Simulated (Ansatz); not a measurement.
# How many bands does the GW gap of GaSb (F-43m) need?

How do accuracy and time trade against each other in G0W0 on GaSb (F-43m)?

Method: G0W0 on r2SCAN, plane waves, PAW, in Ansatz 0.2.0.

Report form: the programs' logs are mostly left out.

The database entry behind the starting cell differs from later determinations by our own check (about 0.4 % long), so it need not match the best structure at ambient conditions.

## Step 1: Starting point

Symmetry: F-43m, No. 216, cubic system. Conventional cell: a = 6.118 Å, b = 6.118 Å, c = 6.118 Å, α = 90.00°, β = 90.00°, γ = 90.00°. Ga has 4 Sb at 2.65 Å nearest. Sb has 4 Ga at 2.65 Å nearest. Farther neighbours are not listed.

The cell and positions come from the Crystallography Open Database and are kept as given unless a step says otherwise. Spin-orbit coupling is left out unless a step names it.

## Step 2: 238 empty bands, screening to 150 eV

G0W0 replaces the xc potential by the self-energy, built once from these orbitals. Only a window of levels is corrected, while the sums run over the empty bands that the input names. This step takes hard PAW files.

Input file input.yaml:

```yaml
crystal:
  lattice:
    - [0.0, 3.059, 3.059]
    - [3.059, 0.0, 3.059]
    - [3.059, 3.059, 0.0]
  atoms:
    - { symbol: Ga, position: [0.0, 0.0, 0.0] }
    - { symbol: Sb, position: [0.25, 0.25, 0.25] }
kpoints:
  mp_grid: { grid: [8, 8, 8] }
hamiltonian:
  xc: r2scan
  pseudopotentials: { kind: paw, source: ansatz }
scf:
  occupations: { method: fixed }
gw:
  n_empty_bands: 238
  ecut_chi: 150
  qp_bands: [v2, c2]
  qp_kpoints: band_edges
  screening: { model: contour_deformation }
```

The run is started by

```bash
$ ansatz run input.yaml --threads 3 --pin off --max-ram 92160MiB --backend cuda --events-out ev --progress --plain --runs-dir out --devices 1 --max-vram 13GiB
```

It took 2.4 min on 1 × NVIDIA H100 80GB HBM3 (shared by 6 runs) with 3 threads of AMD EPYC 7R13 (Zen 3), shared host; peak memory 3.5 GiB.

Numbers from this step:

| Item | Value |
| --- | --- |
| bands summed | 259 |
| RPA ε∞ on this mesh (eigenvalues) | 32.08, 32.08, 32.08 |
| plane waves in the screening matrix | 259 |
| q-points in the mesh | 512 |
| G0W0 gap on the mesh | 0.8672 eV |
| k of the valence top | 0, 0, 0 |
| k of the conduction bottom | 0, 0, 0 |
| starting gap on the mesh | 0.4710 eV |
| Z at the valence top | 0.7612 |
| Z at the conduction bottom | 0.7676 |
| least direct G0W0 gap on the computed points | 0.8672 eV |

The gap on the mesh goes from 0.47 eV to 0.87 eV, a correction of +0.40 eV. Between the two edge states, bare exchange in place of the xc potential would open the gap by 4.51 eV, and correlation takes back 4.11 eV.

## Step 3: 513 empty bands, screening to 250 eV

Another rung: the empty bands reach about as high as the screening cutoff, so the two stay in balance.

Changes to input.yaml since step 2:

```diff
@@ -16,4 +16,4 @@
 gw:
-  n_empty_bands: 238
-  ecut_chi: 150
+  n_empty_bands: 513
+  ecut_chi: 250
   qp_bands: [v2, c2]
```

Run time: 5.8 min. Hardware: 1 × NVIDIA H100 80GB HBM3 (shared by 6 runs) with 3 threads; peak memory 5.7 GiB.

This step gave:

```yaml
bands_summed: 534
rpa_eps_infinity_on_this_mesh_eigenvalues: 32.08, 32.08, 32.08
plane_waves_in_the_screening_matrix: 531
q_points_in_the_mesh: 512
g0w0_gap_on_the_mesh: 0.7863 eV
k_of_the_valence_top: 0, 0, 0
k_of_the_conduction_bottom: 0, 0, 0
starting_gap_on_the_mesh: 0.4710 eV
z_at_the_valence_top: 0.7609
z_at_the_conduction_bottom: 0.7674
least_direct_g0w0_gap_on_the_computed_points: 0.7863 eV
```

Against the run with 8×8×8 mesh, 238 empty bands, screening to 150 eV, hard PAW files, the gap moves by −0.08 eV.

## Step 4: Changing the k mesh: 10×10×10 mesh, 238 empty bands, screening to 150 eV, hard PAW files

Only the mesh changes. It samples the long-range screening, which converges on its own terms. Bands and cutoff differ from the step before, so it is read against an earlier run that matches them.

Changes to input.yaml since step 3:

```diff
@@ -9,3 +9,3 @@
 kpoints:
-  mp_grid: { grid: [8, 8, 8] }
+  mp_grid: { grid: [10, 10, 10] }
 hamiltonian:
@@ -16,4 +16,4 @@
 gw:
-  n_empty_bands: 513
-  ecut_chi: 250
+  n_empty_bands: 238
+  ecut_chi: 150
   qp_bands: [v2, c2]
```

Run time: 7.2 min. Hardware: 1 × NVIDIA H100 80GB HBM3 (shared by 6 runs) with 3 threads; peak memory 4.5 GiB.

Numbers from this step:

```yaml
bands_summed: 259
rpa_eps_infinity_on_this_mesh_eigenvalues: 22.90, 22.90, 22.90
plane_waves_in_the_screening_matrix: 259
g0w0_gap_on_the_mesh: 0.8770 eV
k_of_the_valence_top: 0, 0, 0
k_of_the_conduction_bottom: 0, 0, 0
starting_gap_on_the_mesh: 0.4711 eV
least_direct_g0w0_gap_on_the_computed_points: 0.8770 eV
```

Against the run with 8×8×8 mesh, 238 empty bands, screening to 150 eV, hard PAW files, the gap moves by +0.010 eV.

## Step 5: Convergence and cost

Times are wall times on 1 × NVIDIA H100 80GB HBM3 (shared by 6 runs) with 3 threads of AMD EPYC 7R13 (Zen 3), shared host, good to a factor of about two.

| mesh | files | frequency | bands summed | cutoff (eV) | start (eV) | G0W0 (eV) | time | host memory (GiB) |
| --- | --- | --- | --- | --- | --- | --- | --- | --- |
| 8×8×8 | hard PAW | contour deformation | 259 | 150 | 0.471 | 0.867 | 2.4 min | 3.5 |
| 8×8×8 | hard PAW | contour deformation | 534 | 250 | 0.471 | 0.786 | 5.8 min | 5.7 |
| 10×10×10 | hard PAW | contour deformation | 259 | 150 | 0.471 | 0.877 | 7.2 min | 4.5 |

How the two edges are built up, in eV (the quasiparticle level is the starting level plus Σx plus Σc less Vxc):

| run | edge | start | Σx | Σc | Vxc | Z | QP |
| --- | --- | --- | --- | --- | --- | --- | --- |
| 259 bands | valence top | 9.00 | -15.26 | 0.51 | -14.42 | 0.76 | 8.66 |
| 259 bands | conduction bottom | 9.47 | -12.21 | -3.60 | -15.88 | 0.77 | 9.53 |
| 534 bands | valence top | 9.00 | -15.26 | 0.45 | -14.42 | 0.76 | 8.60 |
| 534 bands | conduction bottom | 9.47 | -12.21 | -3.75 | -15.88 | 0.77 | 9.38 |

## Step 6: Outcome

```json
{"259 bands, 150 eV": "0.867 eV", "534 bands, 250 eV": "0.786 eV", "estimated limit in bands and cutoff": "0.71 eV", "mesh and start": "8×8×8, r2SCAN"}
```

What this shows: A line in one over the bands through the two rungs gives 0.71 eV, −0.08 eV from the top rung; with two points alone it is an unchecked estimate. The rungs stand 0.16 eV (259 bands) and 0.08 eV (534 bands) from it. From 259 to 534 bands the gap moves by −0.08 eV while the time grows 2.4-fold. Σc changes by −0.07 eV at the valence top and −0.15 eV at the conduction bottom, so the conduction edge carries most of the change. On the 10×10×10 mesh in place of 8×8×8 the gap differs by +0.01 eV, of which +0.0001 eV is already in the start. Gaps are over the mesh's points; an edge off the mesh would be missed. The RPA ε∞ on this mesh reaches over 25; with a narrow direct gap a coarse mesh can overstate it, and the correction is then too small. The many-body steps are scalar-relativistic: spin-orbit coupling is not in them.

[Paths, hosts, dates, memory and timing lines, banners, echoed tables and standing remarks are left out of the program output.]

[Logs are printed without paths, hosts, clocks, repeated set-up lines and the standing remarks that a program may print on its own settings, such as how far it seeks lower states.]

[Runs of the session that timed out or met a known fault of the program may be left out.]

[Cells called generated may have been cut or substituted from an entry of the Crystallography Open Database or the Materials Project.]

[Hosts, paths, dates, database ids (printed as entryN), source tags and the programs' standing remarks are cut or masked in the printed files.]
